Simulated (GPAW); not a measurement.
**A GW chain in GPAW: KZnF3 (Pm-3m)**

Wanted: ground state, empty states, screening and self-energy for KZnF3 (Pm-3m).

Main program and level: GPAW 26.7.0; PBE and many-body steps on it, plane waves.

Report form: the programs' logs are mostly left out.

## 1. Starting point

It takes space group Pm-3m (No. 221, cubic). Conventional cell: a = 4.050 Å, b = 4.050 Å, c = 4.050 Å, α = 90.00°, β = 90.00°, γ = 90.00°. K has 12 F at 2.86 Å nearest. Nearest to Zn lie 6 F at 2.03 Å. Nearest to F lie 2 Zn at 2.03 Å and 4 K at 2.86 Å. Farther neighbours and most contacts between anions are not listed.

The cell and positions come from the Crystallography Open Database and are kept as given unless a step says otherwise.

## 2. Ground state

This step: GPAW 26.7.0; DFT, PBE, plane waves, PAW.

The ground-state density comes first.

The input, run.py:

```python
import json
import numpy as np
from gpaw.mpi import world
from ase import Atoms
from gpaw import GPAW, PW, FermiDirac

atoms = Atoms(['K', 'Zn', 'F', 'F', 'F'],
    cell=[[4.0500000000, 0.0000000000, 0.0000000000],
      [0.0000000000, 4.0500000000, 0.0000000000],
      [0.0000000000, 0.0000000000, 4.0500000000]],
    scaled_positions=[[0.0000000000, 0.0000000000, 0.0000000000],
      [0.5000000000, 0.5000000000, 0.5000000000],
      [0.5000000000, 0.5000000000, 0.0000000000],
      [0.0000000000, 0.5000000000, 0.5000000000],
      [0.5000000000, 0.0000000000, 0.5000000000]],
    pbc=(True, True, True))
calc = GPAW(mode=PW(600),
    xc='PBE',
    kpts={'size': (6, 6, 6), 'gamma': True},
    occupations=FermiDirac(0.001),
    nbands=-8,
    convergence={'density': 1e-6, 'bands': -3},
    maxiter=100,
    txt='gs.txt')
atoms.calc = calc
res = {'energy': atoms.get_potential_energy()}
kpts = calc.get_ibz_k_points()
res['kpts'] = kpts
res['eigenvalues'] = [calc.get_eigenvalues(kpt=k) for k in range(len(kpts))]
res['n_electrons'] = calc.get_number_of_electrons()
calc.write('gs.gpw')

if world.rank == 0:
    with open('result.json', 'w') as f:
        json.dump(res, f, default=lambda x: x.tolist())
```

The run is started by

```console
> mpirun -n 4 gpaw python run.py
```

The job ended after 19 s (4 MPI ranks of Arm Neoverse N1, shared host; peak memory 0.72 GiB; 75 s of CPU time).

Numbers from this step:

```
total energy               : -20.35 eV
gap                        : 3.811 eV
k of the valence top       : 0.5, 0.5, 0.5
k of the conduction bottom : 0, 0, 0
least direct gap           : 5.670 eV
```

The gap is indirect, with the least direct gap 1.86 eV higher.

## 3. Bands along the symmetry lines

The cheap functional maps the bands first; the places of the edges decide which points the dearer methods must see.

The input, run.py:

```python
import json
import numpy as np
from gpaw.mpi import world
from gpaw import GPAW

path = [[0.000000, 0.000000, 0.000000],
    [0.000000, 0.062500, 0.000000],
    [0.000000, 0.125000, 0.000000],
    [0.000000, 0.187500, 0.000000],
    [0.000000, 0.250000, 0.000000],
    [0.000000, 0.312500, 0.000000],
    [0.000000, 0.375000, 0.000000],
    [0.000000, 0.437500, 0.000000],
    [0.000000, 0.500000, 0.000000],
    [0.062500, 0.500000, 0.000000],
    [0.125000, 0.500000, 0.000000],
    [0.187500, 0.500000, 0.000000],
    [0.250000, 0.500000, 0.000000],
    [0.312500, 0.500000, 0.000000],
    [0.375000, 0.500000, 0.000000],
    [0.437500, 0.500000, 0.000000],
    [0.500000, 0.500000, 0.000000],
    [0.437500, 0.437500, 0.000000],
    [0.375000, 0.375000, 0.000000],
    [0.312500, 0.312500, 0.000000],
    [0.250000, 0.250000, 0.000000],
    [0.187500, 0.187500, 0.000000],
    [0.125000, 0.125000, 0.000000],
    [0.062500, 0.062500, 0.000000],
    [0.000000, 0.000000, 0.000000],
    [0.062500, 0.062500, 0.062500],
    [0.125000, 0.125000, 0.125000],
    [0.187500, 0.187500, 0.187500],
    [0.250000, 0.250000, 0.250000],
    [0.312500, 0.312500, 0.312500],
    [0.375000, 0.375000, 0.375000],
    [0.437500, 0.437500, 0.437500],
    [0.500000, 0.500000, 0.500000],
    [0.437500, 0.500000, 0.437500],
    [0.375000, 0.500000, 0.375000],
    [0.312500, 0.500000, 0.312500],
    [0.250000, 0.500000, 0.250000],
    [0.187500, 0.500000, 0.187500],
    [0.125000, 0.500000, 0.125000],
    [0.062500, 0.500000, 0.062500],
    [0.000000, 0.500000, 0.000000],
    [0.500000, 0.500000, 0.500000],
    [0.500000, 0.500000, 0.437500],
    [0.500000, 0.500000, 0.375000],
    [0.500000, 0.500000, 0.312500],
    [0.500000, 0.500000, 0.250000],
    [0.500000, 0.500000, 0.187500],
    [0.500000, 0.500000, 0.125000],
    [0.500000, 0.500000, 0.062500],
    [0.500000, 0.500000, 0.000000]]
calc = GPAW('gs.gpw').fixed_density(kpts=path,
    symmetry='off',
    nbands=31,
    convergence={'bands': 27},
    txt='bands.txt')
res = {}
kpts = calc.get_ibz_k_points()
res['kpts'] = kpts
res['eigenvalues'] = [calc.get_eigenvalues(kpt=k) for k in range(len(kpts))]
res['n_electrons'] = calc.get_number_of_electrons()

if world.rank == 0:
    with open('result.json', 'w') as f:
        json.dump(res, f, default=lambda x: x.tolist())
```

The run is started by

```console
> mpirun -n 4 gpaw python run.py
```

Wall time 52 s (4 MPI ranks); peak memory 0.82 GiB; 3.5 min of CPU time.

Numbers from this step:

```
gap                        : 3.811 eV
k of the valence top       : 0.5, 0.5, 0.5
k of the conduction bottom : 0, 0, 0
least direct gap           : 5.670 eV
```

The gap is 3.811 eV, as in the run before at this level.

The electronic bands at the labelled points (eV, zero at the top of the highest filled band):

| point | band 18 | band 19 | band 20 | band 21 | band 22 | band 23 | band 24 | band 25 |
| --- | --- | --- | --- | --- | --- | --- | --- | --- |
| Γ | -2.07 | -1.86 | -1.86 | -1.86 | 3.81 | 8.69 | 8.69 | 9.43 |
| halfway | -2.02 | -1.80 | -1.80 | -1.78 | 4.94 | 8.94 | 9.14 | 10.13 |
| X | -2.03 | -1.70 | -1.70 | -1.58 | 6.58 | 8.31 | 9.63 | 11.02 |
| halfway | -1.90 | -1.75 | -1.66 | -0.64 | 7.16 | 8.91 | 10.11 | 10.63 |
| M | -1.79 | -1.79 | -1.51 | 0.00 | 8.06 | 10.11 | 10.15 | 10.15 |
| halfway | -1.91 | -1.89 | -1.82 | -1.02 | 5.78 | 9.34 | 9.68 | 10.35 |
| Γ | -2.07 | -1.86 | -1.86 | -1.86 | 3.81 | 8.69 | 8.69 | 9.43 |
| halfway | -1.99 | -1.79 | -1.05 | -1.05 | 6.40 | 9.74 | 9.74 | 10.51 |
| R | -1.49 | -1.49 | 0.00 | 0.00 | 8.42 | 8.42 | 8.42 | 10.26 |
| halfway | -1.74 | -1.63 | -1.12 | -0.51 | 7.53 | 9.02 | 9.78 | 10.62 |
| X | -2.03 | -1.70 | -1.70 | -1.58 | 6.58 | 8.31 | 9.63 | 11.02 |
| jump to R | -1.49 | -1.49 | 0.00 | 0.00 | 8.42 | 8.42 | 8.42 | 10.26 |
| halfway | -1.71 | -1.50 | -0.93 | 0.00 | 8.21 | 9.07 | 9.07 | 10.81 |
| M | -1.79 | -1.79 | -1.51 | 0.00 | 8.06 | 10.11 | 10.15 | 10.15 |

## 4. Empty states on the mesh, 4×4×4 mesh, 315 bands

The sums over transitions need many empty states on a uniform mesh; this step solves for them.

The input, run.py:

```python
import json
import numpy as np
from gpaw.mpi import world
from gpaw import GPAW

calc = GPAW('gs.gpw').fixed_density(kpts={'size': (4, 4, 4), 'gamma': True},
    parallel={'domain': 1, 'band': 1},
    txt='nscf.txt')
calc.diagonalize_full_hamiltonian(nbands=315)
calc.write('full.gpw', mode='all')
res = {}
kpts = calc.get_ibz_k_points()
res['kpts'] = kpts
res['eigenvalues'] = [calc.get_eigenvalues(kpt=k) for k in range(len(kpts))]
res['n_electrons'] = calc.get_number_of_electrons()

if world.rank == 0:
    with open('result.json', 'w') as f:
        json.dump(res, f, default=lambda x: x.tolist())
```

The run is started by

```console
> mpirun -n 4 gpaw python run.py
```

The job ended after 70 s (4 MPI ranks; peak memory 2.3 GiB; 4.6 min of CPU time).

Numbers from this step:

* gap: 3.811 eV
* k of the valence top: 0.5, 0.5, 0.5
* k of the conduction bottom: 0, 0, 0
* least direct gap: 5.670 eV
* k points computed: 10
* lowest point of the top converged band, above the valence top: 150.4144 eV

On this mesh the gap is 3.811 eV.

## 5. Screening and self-energy, 4×4×4 mesh, 141 bands, screening to 96 eV

G0W0 replaces the xc potential by the self-energy, built once from these orbitals. Only a window of levels is corrected, while the sums run over the empty bands that the input names.

This step: G0W0 on PBE, plane waves, PAW.

The input, run.py:

```python
import json
import numpy as np
from gpaw.mpi import world
from gpaw.response.g0w0 import G0W0

gw = G0W0('full.gpw',
    filename='gw',
    kpts=[0, 9],
    bands=(19, 23),
    ecut=96,
    nbands=141,
    integrate_gamma='WS',
    ppa=True)
gw.calculate()
res = {mode: {k: v for k, v in r.items() if k != 'sigma_eskwn'}
       for mode, r in gw.all_results.items()}

if world.rank == 0:
    with open('result.json', 'w') as f:
        json.dump(res, f, default=lambda x: x.tolist())
```

The run is started by

```console
> mpirun -n 4 gpaw python run.py
```

Elapsed: 100 s, on 4 MPI ranks; peak memory 1.6 GiB; 6.7 min of CPU time.

Numbers from this step:

| Property | Result |
| --- | --- |
| G0W0 gap on the points computed | 7.682 eV |
| least direct G0W0 gap on the computed points | 9.049 eV |
| Z at the valence top | 0.8117 |
| Z at the conduction bottom | 0.8747 |
| starting gap on the mesh | 3.811 eV |
| k of the valence top | 0.5, 0.5, 0.5 |
| k of the conduction bottom | 0, 0, 0 |

The gap on the mesh goes from 3.81 eV to 7.68 eV, a correction of +3.87 eV.

Limits: finite bands, cutoff and mesh; d shell near the gap, gap tends to lie low; coarse k mesh. v1 is the top filled band, c1 the lowest empty one. Levels before and after the correction, in eV, zero at the valence-band top of each column:

|  | conduction bottom | valence top |
| --- | --- | --- |
| Kohn-Sham | 3.81 | 0.00 |
| G0W0 | 7.68 | 0.00 |

|  | level | energy (eV) |
| --- | --- | --- |
| Kohn-Sham | Γ v2-v1 | -1.859 |
| Kohn-Sham | Γ c1 | 3.811 |
| Kohn-Sham | Γ c2 | 8.692 |
| Kohn-Sham | (0.5 0.5 0.5) v2-v1 | 0.000 |
| Kohn-Sham | (0.5 0.5 0.5) c1-c2 | 8.425 |
| G0W0 | Γ v2-v1 | -1.367 |
| G0W0 | Γ c1 | 7.682 |
| G0W0 | Γ c2 | 12.977 |
| G0W0 | (0.5 0.5 0.5) v2-v1 | 0.000 |
| G0W0 | (0.5 0.5 0.5) c1-c2 | 12.620 |

## 6. Where the time went

Times are wall times on 4 MPI ranks of Arm Neoverse N1, shared host, good to a factor of about two.

| step | time | share | memory (GiB) |
| --- | --- | --- | --- |
| ground state | 19 s | 8 % | 0.72 |
| bands along the symmetry lines | 52 s | 22 % | 0.82 |
| empty states on the mesh | 70 s | 29 % | 2.3 |
| screening and self-energy | 100 s | 42 % | 1.6 |

## 7. Summary of results

| Quantity | Value |
| --- | --- |
| PBE gap | 3.81 eV, indirect |
| G0W0 gap on the mesh | 7.68 eV |
| GW settings | 4×4×4 mesh, 141 bands, screening to 96 eV, Godby-Needs plasmon pole |
| known limits | not at the basis limit; d shell near the gap, gap tends to lie low; coarse k mesh |

In words: G0W0 moves the gap on the mesh from 3.81 eV to 7.68 eV (+3.87 eV), with Z of 0.81 and 0.87 at the edges. Only 2 of the mesh's irreducible points were corrected, so a valley elsewhere could overtake. Bands and cutoff are finite, so the gap is not at the basis limit. The miss can reach some tenths of an eV and take either sign; the mesh is an error of its own. These stock PAW sets were not made for GW. In the G0W0 run levels were corrected at 2 k points alone, so a gap called «on the mesh» is the least over those, and an edge elsewhere would be missed. The 4×4×4 mesh is coarse for this cell, which bears on the long-range parts of exchange and screening. This is the ideal cubic cell; many perovskites, halides above all, are cubic only on average, and local tilts or off-centring can widen the gap. A d shell, filled or nearly so, lies near the gap. One-shot GW converges very slowly in bands there, not always from below, and on a semilocal start the gap tends to come out low; starts rich in exact exchange can overshoot instead.

[Paths, hosts, dates, memory and timing lines, banners, echoed tables and standing remarks are left out of the program output.]

[Logs are printed without paths, hosts, clocks, repeated set-up lines and the standing remarks that a program may print on its own settings, such as how far it seeks lower states.]

[Runs of the session that timed out or met a known fault of the program may be left out.]

[Hosts, paths, dates, database ids (printed as entryN), source tags and the programs' standing remarks are cut or masked in the printed files.]
